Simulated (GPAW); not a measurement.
# Work function of a 9-layer slab of Au(110) at several levels, part 2 of 2

Aim: the work function of both faces of a 9-layer slab of Au(110), and its spread over functionals and bases.

GPAW 26.7.0; GPAW, PAW setups; slab in vacuum, relaxation (the session's first sound run).

So far, upper work function (eV): step 2 (relaxing the atoms, PBE, GPAW) 4.97; step 3 (plane waves, PBE) 4.97; step 4 (self-consistent run: xc = "RPBE") 4.79; step 5 (self-consistent run: xc = "LDA") 5.38; step 6 (self-consistent run: xc = "revPBE") 4.81.

## 7. OptPBE vdW: xc = "optPBE-vdW"

The same geometry under optPBE-vdW, to see how far the functional moves the levels against the vacuum (the van der Waals functionals take revPBE setups).

The input, run.py:

```python
import json
import numpy as np
from ase import Atoms
from gpaw import GPAW, PW

slab = Atoms(
    ['Au', 'Au', 'Au', 'Au', 'Au', 'Au', 'Au', 'Au', 'Au'],
    positions=[
        [0.00000, 0.00000, 7.00000],
        [2.04000, 1.44250, 8.44250],
        [0.00000, 0.00000, 9.88500],
        [2.04000, 1.44250, 11.32749],
        [0.00000, 0.00000, 12.88880],
        [2.04000, 1.44250, 14.40867],
        [0.00000, -0.00000, 15.92390],
        [2.04000, 1.44250, 17.51630],
        [0.00000, 0.00000, 18.91137]],
    cell=[[4.08, 0.0, 0.0], [0.0, 2.885, 0.0], [0.0, 0.0, 25.53998]],
    pbc=[True, True, False])

slab.calc = GPAW(mode=PW(400), xc='optPBE-vdW', kpts={'size': (8, 11, 1), 'gamma': True},
                 occupations={'name': 'fermi-dirac', 'width': 0.1}, nbands='160%',
                 convergence={'density': 1e-05}, maxiter=200,
                 poissonsolver={'dipolelayer': 'xy'},
                 symmetry={'tolerance': 1e-3}, txt='slab.txt')
result = {}
energy = slab.get_potential_energy()
fermi = slab.calc.get_fermi_level()
v = slab.calc.get_electrostatic_potential().mean((0, 1)) - fermi
n = slab.calc.get_pseudo_density().mean((0, 1))
L = slab.cell[2, 2]
z = np.arange(len(v)) * L / len(v)
low, high = slab.positions[:, 2].min(), slab.positions[:, 2].max()
below, above = np.interp([low - 4.8, high + 4.8], z, v)
slopes = [np.interp(x, z, np.gradient(v, z)) for x in (low - 4.8, high + 4.8)]
eps = np.array([[slab.calc.get_eigenvalues(k, s) for k in range(len(slab.calc.get_ibz_k_points()))]
                for s in range(slab.calc.get_number_of_spins())]) - fermi
top, bottom = eps[eps < 0].max(), eps[eps > 0].min()
dipole = slab.get_dipole_moment()[2]
print(f'energy {energy:.4f} eV, Fermi level {fermi:.4f} eV, dipole {dipole:.5f} e A')
print(f'potential 4.8 A off the faces, from the Fermi level: lower {below:.4f} eV, upper {above:.4f} eV')
print(f'slope of the potential there: lower {slopes[0]:.5f}, upper {slopes[1]:.5f} eV/A')
print(f'nearest levels on the mesh: {top:.4f} and {bottom:.4f} eV')
print('magnetic moment', round(slab.get_magnetic_moment(), 3))
result.update(energy=energy, fermi=fermi, dipole=dipole, below=below, above=above, slopes=slopes, edges=[top, bottom],
              z=z.tolist(), v=v.tolist(), n=n.tolist(), positions=slab.positions.tolist(),
              forces=slab.get_forces(apply_constraint=False).tolist(), moments=slab.get_magnetic_moments().tolist())
json.dump(result, open('result.json', 'w'))
```

Launch:

```console
> OMP_NUM_THREADS=1 OPENBLAS_NUM_THREADS=1 python run.py
```

What it wrote:

```text
energy -172.6985 eV, Fermi level 2.4901 eV, dipole -0.00205 e A
potential 4.8 A off the faces, from the Fermi level: lower 5.1332 eV, upper 5.1550 eV
slope of the potential there: lower -0.00036, upper 0.00031 eV/A
nearest levels on the mesh: -0.0021 and 0.0223 eV
magnetic moment 0.0
```

Run time: 14 min. Hardware: 1 thread of Arm Neoverse V1, shared host; peak memory 0.61 GiB.

Numbers from this step:

| Item | Value |
| --- | --- |
| dipole along the normal | -0.002050 e·Å |
| levels nearest the Fermi level on the mesh | -0.002115, 0.02228 eV from the Fermi level |
| upper work function | 5.155 eV |
| lower work function | 5.133 eV |

The electrostatic potential energy of an electron (without an applied field's), less the Fermi level, planar mean oscillates, so the rows of the table below give means over windows of 1.49 Å about each position, cut where the curve ends. Its maxima inside the range that stand out by 2 % of the span (Å: eV): 7.7: -6.07, 9.2: -6.38, 10.6: -6.39, 12.1: -4.66, 13.6: -5.17, 15.2: -5.27, 16.7: -4.17, 18.2: -6.64. Its minima: 7.0: -12.7, 8.4: -13.5, 9.9: -13.7, 11.3: -13.4, 12.9: -13.3, 14.4: -13.3, 16.0: -13.2, 17.6: -13.3, 18.8: -12.7.

Electrostatic potential energy of an electron (without an applied field's), less the Fermi level, planar mean against z; means over each step:

```csv
z (Å),"electrostatic potential energy of an electron (without an applied field's), less the Fermi level, planar mean (eV)"
0.74,5.13
2.23,5.13
3.72,5.12
5.21,4.56
6.70,-6.58
8.19,-9.70
9.68,-9.90
11.17,-9.62
12.66,-9.01
14.15,-9.20
15.64,-9.11
17.13,-8.69
18.62,-9.35
20.11,2.39
21.60,5.10
23.09,5.15
24.58,5.15
```

The upper face's work function is 5.155 eV, against 4.973 eV in the first plane-wave PBE run at this geometry.

## 8. Self-consistent run: xc = "vdW-DF2"

The same geometry under vdW-DF2, to see how far the functional moves the levels against the vacuum (the van der Waals functionals take revPBE setups).

Changes to run.py since step 7:

```diff
@@ -20,3 +20,3 @@
 
-slab.calc = GPAW(mode=PW(400), xc='optPBE-vdW', kpts={'size': (8, 11, 1), 'gamma': True},
+slab.calc = GPAW(mode=PW(400), xc='vdW-DF2', kpts={'size': (8, 11, 1), 'gamma': True},
                  occupations={'name': 'fermi-dirac', 'width': 0.1}, nbands='160%',
```

What it wrote:

```text
energy -1468.8351 eV, Fermi level 2.5399 eV, dipole -0.00175 e A
potential 4.8 A off the faces, from the Fermi level: lower 5.3519 eV, upper 5.3691 eV
slope of the potential there: lower -0.00070, upper 0.00065 eV/A
nearest levels on the mesh: -0.0013 and 0.0310 eV
magnetic moment 0.0
```

Wall time 14 min (1 thread); peak memory 0.61 GiB.

This step gave:

```yaml
dipole_along_the_normal: -0.001753 e·Å
levels_nearest_the_fermi_level_on_the_mesh: -0.001258, 0.03095 eV from the Fermi level
upper_work_function: 5.369 eV
lower_work_function: 5.352 eV
```

The upper face's work function is 5.369 eV, against 4.973 eV in the first plane-wave PBE run at this geometry.

## 9. Real-space grid: mode = "fd"

A real-space grid is a second complete basis, so it checks the plane-wave result.

Changes to run.py since step 8:

```diff
@@ -3,3 +3,3 @@
 from ase import Atoms
-from gpaw import GPAW, PW
+from gpaw import GPAW
 
@@ -20,3 +20,3 @@
 
-slab.calc = GPAW(mode=PW(400), xc='vdW-DF2', kpts={'size': (8, 11, 1), 'gamma': True},
+slab.calc = GPAW(mode='fd', h=0.18, xc='PBE', kpts={'size': (8, 11, 1), 'gamma': True},
                  occupations={'name': 'fermi-dirac', 'width': 0.1}, nbands='160%',
```

What it wrote:

```text
energy -27.3560 eV, Fermi level -4.9580 eV, dipole -0.00159 e A
potential 4.8 A off the faces, from the Fermi level: lower 4.9458 eV, upper 4.9702 eV
slope of the potential there: lower -0.00018, upper 0.00020 eV/A
nearest levels on the mesh: -0.0399 and 0.0123 eV
magnetic moment 0.0
```

Run time: 78 min. Hardware: 1 thread; peak memory 2.9 GiB.

Numbers from this step:

```
dipole along the normal                    : -0.001585 e·Å
levels nearest the Fermi level on the mesh : -0.03994, 0.01229 eV from the Fermi level
upper work function                        : 4.970 eV
lower work function                        : 4.946 eV
```

The upper face's work function is 4.970 eV, against 4.973 eV in the first plane-wave PBE run at this geometry.

## 10. The ladder

Times are for 1 thread of Arm Neoverse V1, shared host. The runs compared:

```csv
no.,run,upper work function (eV),lower work function (eV),time,memory (GiB)
1,pw,4.973,4.948,12 min,0.45
2,RPBE,4.793,4.769,13 min,0.45
3,LDA,5.385,5.357,13 min,0.45
4,revPBE,4.812,4.787,13 min,0.45
5,optPBE vdW,5.155,5.133,14 min,0.61
6,vdW DF2,5.369,5.352,14 min,0.61
7,fd,4.970,4.946,78 min,2.9
```

## 11. Side by side

Results and costs are gathered.

This step: comparison of work functions, dipole and cost (GPAW 26.7.0).

Ladder, by row:

```csv
step,code,"work function, upper (eV)","work function, lower (eV)",dipole (e Å),wall time (s),peak memory (GiB),threads
pw,GPAW,4.973,4.948,-0.002232,729.8,0.45,1
RPBE,GPAW,4.793,4.769,-0.002196,778.8,0.45,1
LDA,GPAW,5.385,5.357,-0.002398,762.1,0.45,1
revPBE,GPAW,4.812,4.787,-0.002212,754.5,0.45,1
optPBE-vdW,GPAW,5.155,5.133,-0.00205,818.7,0.61,1
vdW-DF2,GPAW,5.369,5.352,-0.001753,855.9,0.61,1
fd,GPAW,4.97,4.946,-0.001585,4676,2.9,1
```

## 12. A changed run

One more run, with changed settings.

This step: GPAW, PAW setups; slab in vacuum (GPAW 26.7.0).

Changes to run.py since step 9:

```diff
@@ -3,3 +3,3 @@
 from ase import Atoms
-from gpaw import GPAW
+from gpaw import GPAW, PW
 
@@ -20,5 +20,5 @@
 
-slab.calc = GPAW(mode='fd', h=0.18, xc='PBE', kpts={'size': (8, 11, 1), 'gamma': True},
-                 occupations={'name': 'fermi-dirac', 'width': 0.1}, nbands='160%',
-                 convergence={'density': 1e-05}, maxiter=200,
+slab.calc = GPAW(mode=PW(400), xc='PBE', kpts={'size': (8, 11, 1), 'gamma': True},
+                 occupations={'name': 'fermi-dirac', 'width': 0.1}, nbands='100%',
+                 convergence={'density': 1e-05}, maxiter=75,
                  poissonsolver={'dipolelayer': 'xy'},
```

What it wrote:

```text
energy -25.9572 eV, Fermi level 3.2664 eV, dipole -0.00155 e A
potential 4.8 A off the faces, from the Fermi level: lower 4.2370 eV, upper 4.2511 eV
slope of the potential there: lower -0.00018, upper 0.00018 eV/A
nearest levels on the mesh: -0.0470 and 0.0127 eV
magnetic moment 0.0
```

Run time: 8.5 min. Hardware: 1 thread; peak memory 0.36 GiB.

The run finished. A setting was moved off its sound value on purpose, so it serves as a test and not as the result.

The fault put into the input: too few bands (nbands = "100 % of the filled bands").

The two runs compared:

```csv
quantity,this run,sound run,difference
upper work function (eV),4.2511,4.9726,-0.722
lower work function (eV),4.2370,4.9479,-0.711
```

The two runs differ clearly in the upper work function: 4.25 eV against 4.97 eV.

## 13. What came out

| Property | Result |
| --- | --- |
| work function, upper and lower face | 4.973 and 4.948 eV |
| dipole along the normal | -0.0022 e Å, near the numerical noise |

With plane waves and PBE the work function is 4.97 eV on the upper face and 4.95 eV on the lower. The measured value for this face is 5.16 eV (as compiled in "Anisotropic work function of elemental crystals", 2019, arxiv:1902.07811); the relaxed upper face lies 0.19 eV under it with PBE, and optPBE-vdW comes nearest (5.16 eV). Measured work functions scatter by a tenth of an eV or more between methods. The clean face reconstructs (W and Mo (100) only when cold), while this slab is an unreconstructed 1×1 cell, so the two are not the same surface. Over the sound runs of the table the upper face's work function spans 4.793 (RPBE) to 5.385 eV (LDA). The small printed dipole stands for a step of 34 meV from the lower to the upper face, and the probes find 25 meV; values this small are near the numerical noise of both. The in-plane lattice was kept as typed, which isn't the functional's own and leaves some strain; spin-orbit coupling and temperature are left out.

[Logs are printed without paths, hosts, clocks, repeated set-up lines and the standing remarks that a program may print on its own settings, such as how far it seeks lower states.]

[Hosts, paths, dates, database ids (printed as entryN), source tags and the programs' standing remarks are cut or masked in the printed files.]
